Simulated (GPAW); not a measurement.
**Screening of a field by N/W(110)**

Wanted: the out-of-plane polarisability of N/W(110).

Calculated with GPAW 26.7.0; GPAW, PAW setups; slab in vacuum, relaxation, in the first sound run; inputs show where later runs differ.

Most raw output is cut from this account.

### Step 1. Starting point

The cell holds 5 atoms: 4 W and 1 N. Cell: a = 2.737 Å, b = 2.737 Å, c = 22.561 Å, α = 90.0°, β = 90.0°, γ = 70.5°. Vacuum lies along c.

### Step 2. Relaxation

Forces are removed first; all later runs use this geometry. The lowest 2 atoms are held at bulk positions and keep their forces.

Contents of run.py:

```python
import json
import numpy as np
from ase import Atoms
from ase.constraints import FixAtoms
from ase.optimize import BFGS
from gpaw import GPAW, PW

slab = Atoms(
    ['W', 'W', 'W', 'W', 'N'],
    positions=[
        [0.00000, 0.00000, 7.00000],
        [2.23446, -0.00000, 9.23446],
        [0.00000, 0.00000, 11.46891],
        [2.23446, -0.00000, 13.70337],
        [3.75389, -0.00000, 15.56102]],
    cell=[[2.23446, -1.58, 0.0], [2.23446, 1.58, 0.0], [0.0, 0.0, 22.56102]],
    pbc=[True, True, False])

slab.calc = GPAW(mode=PW(500), xc='PBE', kpts={'size': (12, 12, 1), 'gamma': True},
                 occupations={'name': 'fermi-dirac', 'width': 0.1}, nbands='160%',
                 convergence={'density': 1e-05}, maxiter=200,
                 poissonsolver={'dipolelayer': 'xy'},
                 symmetry={'tolerance': 1e-3, 'extra_ids': [1, 1, 0, 0, 0]}, txt='slab.txt')
result = {}
slab.set_constraint(FixAtoms([0, 1]))
path = []
opt = BFGS(slab, maxstep=0.2)
opt.attach(lambda: path.append((slab.get_potential_energy(), slab.positions.tolist(), slab.get_forces().tolist())))
result['relaxed'] = bool(opt.run(fmax=0.03, steps=40))
result['path'] = path
energy = slab.get_potential_energy()
fermi = slab.calc.get_fermi_level()
v = slab.calc.get_electrostatic_potential().mean((0, 1)) - fermi
n = slab.calc.get_pseudo_density().mean((0, 1))
L = slab.cell[2, 2]
z = np.arange(len(v)) * L / len(v)
low, high = slab.positions[:, 2].min(), slab.positions[:, 2].max()
below, above = np.interp([low - 4.8, high + 4.8], z, v)
slopes = [np.interp(x, z, np.gradient(v, z)) for x in (low - 4.8, high + 4.8)]
eps = np.array([[slab.calc.get_eigenvalues(k, s) for k in range(len(slab.calc.get_ibz_k_points()))]
                for s in range(slab.calc.get_number_of_spins())]) - fermi
top, bottom = eps[eps < 0].max(), eps[eps > 0].min()
dipole = slab.get_dipole_moment()[2]
print(f'energy {energy:.4f} eV, Fermi level {fermi:.4f} eV, dipole {dipole:.5f} e A')
print(f'potential 4.8 A off the faces, from the Fermi level: lower {below:.4f} eV, upper {above:.4f} eV')
print(f'slope of the potential there: lower {slopes[0]:.5f}, upper {slopes[1]:.5f} eV/A')
print(f'nearest levels on the mesh: {top:.4f} and {bottom:.4f} eV')
print('magnetic moment', round(slab.get_magnetic_moment(), 3))
result.update(energy=energy, fermi=fermi, dipole=dipole, below=below, above=above, slopes=slopes, edges=[top, bottom],
              z=z.tolist(), v=v.tolist(), n=n.tolist(), positions=slab.positions.tolist(),
              forces=slab.get_forces(apply_constraint=False).tolist(), moments=slab.get_magnetic_moments().tolist())
json.dump(result, open('result.json', 'w'))
```

Run with:

```
> OMP_NUM_THREADS=1 OPENBLAS_NUM_THREADS=1 python run.py
```

Elapsed: 1.7 h, on 1 thread of Arm Neoverse V1, shared host; peak memory 0.36 GiB.

The steps of the relaxation (22 of 29):

```csv
step,energy less that of the first step (eV),largest force (eV/Å)
1,0.0000,4.3213
2,-0.5047,4.2187
4,-1.9039,6.9977
5,-2.4453,1.7181
6,-2.5408,1.5253
8,-2.7308,0.5305
9,-2.7395,0.3816
10,-2.7474,0.4402
12,-2.7861,0.5775
13,-2.8064,0.5305
14,-2.8130,0.3520
16,-2.8176,0.1350
17,-2.8186,0.1328
18,-2.8192,0.1156
20,-2.8203,0.1061
21,-2.8208,0.0870
22,-2.8211,0.0445
24,-2.8213,0.0732
25,-2.8216,0.0948
26,-2.8222,0.1117
28,-2.8237,0.0609
29,-2.8240,0.0100
```

The atoms that moved most (Å):

```csv
atom,dx,dy,dz,length
N5,0.234,0.000,-0.674,0.714
W4,0.065,0.000,0.119,0.135
W3,0.010,0.000,0.031,0.033
```

The relaxed structure:

```xyz
5
Lattice="2.2345 -1.5800 0.0000 2.2345 1.5800 0.0000 0.0000 0.0000 22.5610" Properties=species:S:1:pos:R:3
W     0.0000    0.0000    7.0000
W     2.2345    0.0000    9.2345
W     0.0101    0.0000   11.5004
W     2.2998    0.0000   13.8221
N     3.9881    0.0000   14.8867
```

This step gave:

```yaml
dipole_along_the_normal: -0.06393 e·Å
levels_nearest_the_fermi_level_on_the_mesh: -0.05078, 0.02002 eV from the Fermi level
upper_work_function: 6.502 eV
lower_work_function: 4.856 eV
```

The electrostatic potential energy of an electron (without an applied field's), less the Fermi level, planar mean oscillates, so the rows of the table below give means over windows of 1 Å about each position, cut where the curve ends. Its maxima inside the range that stand out by 2 % of the span (Å: eV): 8.1: -2.68, 10.3: -2.43, 12.7: -1.95, 14.6: -13.8. Its minima: 7.0: -29.1, 9.2: -29.7, 11.5: -29.5, 13.8: -30.3, 14.9: -15.6.

Table of electrostatic potential energy of an electron (without an applied field's), less the Fermi level, planar mean by z; means over each step:

```csv
z (Å),"electrostatic potential energy of an electron (without an applied field's), less the Fermi level, planar mean (eV)"
0,5.17
1,4.86
2,4.86
3,4.85
4,4.79
5,4.11
6,-3.08
7,-23.7
8,-5.92
9,-22.1
10,-9.30
11,-15.8
12,-15.8
13,-8.13
14,-24.3
15,-8.95
16,5.47
17,6.47
18,6.50
19,6.50
20,6.50
21,6.50
22,6.41
```

The pseudo valence density, planar mean oscillates, so the rows of the table below give means over windows of 2.26 Å about each position, cut where the curve ends. Its maxima inside the range that stand out by 2 % of the span (Å: e/Å³): 7.0: 1.85, 9.2: 1.85, 11.5: 1.85, 13.9: 1.83. Its minima: 8.1: 0.356, 10.3: 0.340, 12.6: 0.327.

Table of pseudo valence density, planar mean by z; means over each step:

```csv
z (Å),"pseudo valence density, planar mean (e/Å³)"
1.13,4.5e-6
3.39,0.00111
5.65,0.273
7.91,0.895
10.17,0.874
12.43,0.839
14.69,0.930
16.95,0.0111
19.21,4.3e-6
```

The relaxation lowered the energy of the cell by 2.82 eV (energies extrapolated to zero smearing; the optimiser's log prints free energies). The largest force left on a free atom is 0.010 eV/Å.

### Step 3. Plane waves, PBE

The work function is the vacuum plateau of the electrostatic potential less the Fermi level; a dipole layer lets the two faces have plateaus of their own.

This step: GPAW, PAW setups; slab in vacuum (GPAW 26.7.0).

run.py, as its differences from that of step 2:

```diff
@@ -3,4 +3,2 @@
 from ase import Atoms
-from ase.constraints import FixAtoms
-from ase.optimize import BFGS
 from gpaw import GPAW, PW
@@ -12,5 +10,5 @@
         [2.23446, -0.00000, 9.23446],
-        [0.00000, 0.00000, 11.46891],
-        [2.23446, -0.00000, 13.70337],
-        [3.75389, -0.00000, 15.56102]],
+        [0.01011, 0.00000, 11.50036],
+        [2.29976, -0.00000, 13.82206],
+        [3.98814, -0.00000, 14.88671]],
     cell=[[2.23446, -1.58, 0.0], [2.23446, 1.58, 0.0], [0.0, 0.0, 22.56102]],
@@ -22,10 +20,4 @@
                  poissonsolver={'dipolelayer': 'xy'},
-                 symmetry={'tolerance': 1e-3, 'extra_ids': [1, 1, 0, 0, 0]}, txt='slab.txt')
+                 symmetry={'tolerance': 1e-3}, txt='slab.txt')
 result = {}
-slab.set_constraint(FixAtoms([0, 1]))
-path = []
-opt = BFGS(slab, maxstep=0.2)
-opt.attach(lambda: path.append((slab.get_potential_energy(), slab.positions.tolist(), slab.get_forces().tolist())))
-result['relaxed'] = bool(opt.run(fmax=0.03, steps=40))
-result['path'] = path
 energy = slab.get_potential_energy()
```

Wall time 4.2 min (1 thread); peak memory 0.35 GiB.

This step gave:

- levels nearest the Fermi level on the mesh: -0.05074, 0.02002 eV from the Fermi level

Electrostatic potential energy of an electron (without an applied field's), less the Fermi level, planar mean against z:

z (Å), electrostatic potential energy of an electron (without an applied field's), less the Fermi level, planar mean (eV) and a bar from the least value:
```
      0.0        5.7 #############################
      0.5        4.9 #############################
      1.0        4.9 #############################
      1.5        4.9 #############################
      2.0        4.9 #############################
      2.5        4.9 #############################
      3.0        4.9 #############################
      3.5        4.8 #############################
      4.0        4.8 #############################
      4.5        4.7 ############################
      5.0        4.3 ############################
      5.5        2.9 ###########################
      6.0       -1.6 #######################
      6.5      -14.9 ############
      7.0      -29.1 
      7.5      -15.1 ############
      8.0       -3.1 ######################
      8.5       -7.6 ##################
      9.0      -25.5 ###
      9.5      -24.5 ####
     10.0       -6.8 ###################
     10.5       -3.0 ######################
     11.0      -15.1 ############
     11.5      -29.4 
     12.0      -15.1 ############
     12.5       -2.6 ######################
     13.0       -5.6 ####################
     13.5      -22.8 ######
     14.0      -28.0 #
     14.5      -14.3 #############
     15.0      -12.1 ##############
     15.5        2.7 ###########################
     16.0        5.9 #############################
     16.5        6.4 ##############################
     17.0        6.5 ##############################
     17.5        6.5 ##############################
     18.0        6.5 ##############################
     18.5        6.5 ##############################
     19.0        6.5 ##############################
     19.5        6.5 ##############################
     20.0        6.5 ##############################
     20.5        6.5 ##############################
     21.0        6.5 ##############################
     21.5        6.5 ##############################
     22.0        6.5 ##############################
```

The pseudo valence density, planar mean oscillates, so the rows of the table below give means over windows of 2.26 Å about each position, cut where the curve ends. Its maxima inside the range that stand out by 2 % of the span (Å: e/Å³): 7.0: 1.85, 9.2: 1.85, 11.5: 1.85, 13.9: 1.83. Its minima: 8.1: 0.356, 10.3: 0.340, 12.6: 0.327.

Pseudo valence density, planar mean against z; means over each step:

```csv
z (Å),"pseudo valence density, planar mean (e/Å³)"
1.13,4.5e-6
3.39,0.00111
5.65,0.273
7.91,0.895
10.17,0.874
12.43,0.839
14.69,0.930
16.95,0.0111
19.21,4.3e-6
```

Force by atom:

```csv
atom,x (eV/Å),y (eV/Å),z (eV/Å),size
W1,-0.002,0.000,0.431,0.431
W2,0.003,0.000,-0.458,0.458
W3,0.001,0.000,0.010,0.010
W4,-0.009,0.000,-0.001,0.010
N5,0.006,0.000,-0.007,0.009
```

The potential is flat to 0.001 eV/Å where it is read, so the vacuum is wide enough.

### Step 4. In a field

A uniform field along the normal polarises the slab; the atoms stay fixed, so this is the electronic response alone.

run.py, as its differences from that of step 3:

```diff
@@ -4,2 +4,3 @@
 from gpaw import GPAW, PW
+from gpaw.external import ConstantElectricField
 
@@ -20,2 +21,3 @@
                  poissonsolver={'dipolelayer': 'xy'},
+                 external=ConstantElectricField(-0.2, [0, 0, 1]),
                  symmetry={'tolerance': 1e-3}, txt='slab.txt')
```

The job ended after 6.1 min (1 thread; peak memory 0.53 GiB).

Numbers from this step:

```
dipole along the normal                                         : -0.1469 e·Å
levels nearest the Fermi level on the mesh                      : -0.05744, 0.01733 eV from the Fermi level
potential below the slab, the applied field's own ramp left out : 3.607 eV from the Fermi level
potential above the slab, the applied field's own ramp left out : 7.370 eV from the Fermi level
```

The electrostatic potential energy of an electron (without an applied field's), less the Fermi level, planar mean oscillates, so the rows of the table below give means over windows of 2.35 Å about each position, cut where the curve ends. Its maxima inside the range that stand out by 2 % of the span (Å: eV): 8.1: -3.32, 10.3: -2.62, 12.7: -1.66, 14.6: -13.2, 22.0: 7.37. Its minima: 7.0: -30.0, 9.2: -30.2, 11.5: -29.4, 13.8: -29.8, 14.9: -14.9.

The electrostatic potential energy of an electron (without an applied field's), less the Fermi level, planar mean by z; means over each step:

```csv
z (Å),"electrostatic potential energy of an electron (without an applied field's), less the Fermi level, planar mean (eV)"
1.18,3.76
3.53,3.56
5.88,-6.67
8.23,-15.9
10.58,-14.9
12.93,-14.0
15.28,-4.06
17.63,7.35
19.98,7.37
22.33,7.22
```

Force by atom:

```csv
atom,x (eV/Å),y (eV/Å),z (eV/Å),size
W1,-0.002,0.000,0.441,0.441
W2,0.003,0.000,-0.469,0.469
W3,0.001,0.000,0.014,0.014
W4,-0.017,0.000,-0.041,0.044
N5,0.014,0.000,0.030,0.033
```

The dipole is now -0.147 e Å, against -0.064 in the run without a field.

### Step 5. Field on

run.py, as its differences from that of step 4:

```diff
@@ -21,3 +21,3 @@
                  poissonsolver={'dipolelayer': 'xy'},
-                 external=ConstantElectricField(-0.2, [0, 0, 1]),
+                 external=ConstantElectricField(-0.1, [0, 0, 1]),
                  symmetry={'tolerance': 1e-3}, txt='slab.txt')
```

Wall time 6.1 min (1 thread); peak memory 0.53 GiB.

This step gave:

```
dipole along the normal                                         : -0.1056 e·Å
levels nearest the Fermi level on the mesh                      : -0.05561, 0.02002 eV from the Fermi level
potential below the slab, the applied field's own ramp left out : 4.231 eV from the Fermi level
potential above the slab, the applied field's own ramp left out : 6.936 eV from the Fermi level
```

Table of electrostatic potential energy of an electron (without an applied field's), less the Fermi level, planar mean by z:

z (Å), electrostatic potential energy of an electron (without an applied field's), less the Fermi level, planar mean (eV) and a bar from the least value:
```
      0.0        5.6 #############################
      0.5        4.2 ############################
      1.0        4.2 ############################
      1.5        4.2 ############################
      2.0        4.2 ############################
      2.5        4.2 ############################
      3.0        4.2 ############################
      3.5        4.2 ############################
      4.0        4.2 ############################
      4.5        4.1 ############################
      5.0        3.7 ###########################
      5.5        2.3 ##########################
      6.0       -2.1 #######################
      6.5      -15.4 ############
      7.0      -29.5 
      7.5      -15.5 ############
      8.0       -3.4 #####################
      8.5       -7.9 ##################
      9.0      -25.8 ###
      9.5      -24.7 ####
     10.0       -6.9 ###################
     10.5       -3.1 ######################
     11.0      -15.1 ############
     11.5      -29.4 
     12.0      -15.0 ############
     12.5       -2.5 ######################
     13.0       -5.4 ####################
     13.5      -22.6 ######
     14.0      -27.7 ##
     14.5      -13.9 #############
     15.0      -11.7 ###############
     15.5        3.1 ###########################
     16.0        6.3 #############################
     16.5        6.8 ##############################
     17.0        6.9 ##############################
     17.5        6.9 ##############################
     18.0        6.9 ##############################
     18.5        6.9 ##############################
     19.0        6.9 ##############################
     19.5        6.9 ##############################
     20.0        6.9 ##############################
     20.5        6.9 ##############################
     21.0        6.9 ##############################
     21.5        6.9 ##############################
     22.0        6.9 ##############################
```

Force by atom:

```csv
atom,x (eV/Å),y (eV/Å),z (eV/Å),size
W1,-0.002,0.000,0.436,0.436
W2,0.003,0.000,-0.464,0.464
W3,0.001,0.000,0.012,0.012
W4,-0.013,0.000,-0.021,0.025
N5,0.010,0.000,0.012,0.015
```

The dipole is now -0.106 e Å, against -0.064 in the run without a field.

### Step 6. Field on

run.py, as its differences from that of step 5:

```diff
@@ -21,3 +21,3 @@
                  poissonsolver={'dipolelayer': 'xy'},
-                 external=ConstantElectricField(-0.1, [0, 0, 1]),
+                 external=ConstantElectricField(-0.05, [0, 0, 1]),
                  symmetry={'tolerance': 1e-3}, txt='slab.txt')
```

It took 5.8 min on 1 thread; peak memory 0.53 GiB.

The electrostatic potential energy of an electron (without an applied field's), less the Fermi level, planar mean oscillates, so the rows of the table below give means over windows of 1 Å about each position, cut where the curve ends. Its maxima inside the range that stand out by 2 % of the span (Å: eV): 8.1: -2.84, 10.3: -2.48, 12.7: -1.88, 14.6: -13.6, 22.0: 6.72. Its minima: 7.0: -29.3, 9.2: -29.8, 11.5: -29.5, 13.8: -30.2, 14.9: -15.4.

Electrostatic potential energy of an electron (without an applied field's), less the Fermi level, planar mean against z; means over each step:

```csv
z (Å),"electrostatic potential energy of an electron (without an applied field's), less the Fermi level, planar mean (eV)"
0,4.95
1,4.54
2,4.54
3,4.54
4,4.48
5,3.81
6,-3.34
7,-23.9
8,-6.09
9,-22.2
10,-9.37
11,-15.8
12,-15.7
13,-8.05
14,-24.1
15,-8.77
16,5.68
17,6.69
18,6.72
19,6.72
20,6.72
21,6.72
22,6.60
```

[end of part 1 of 2]

[Logs are printed without paths, hosts, clocks, repeated set-up lines and the standing remarks that a program may print on its own settings, such as how far it seeks lower states.]

[Hosts, paths, dates, database ids (printed as entryN), source tags and the programs' standing remarks are cut or masked in the printed files.]
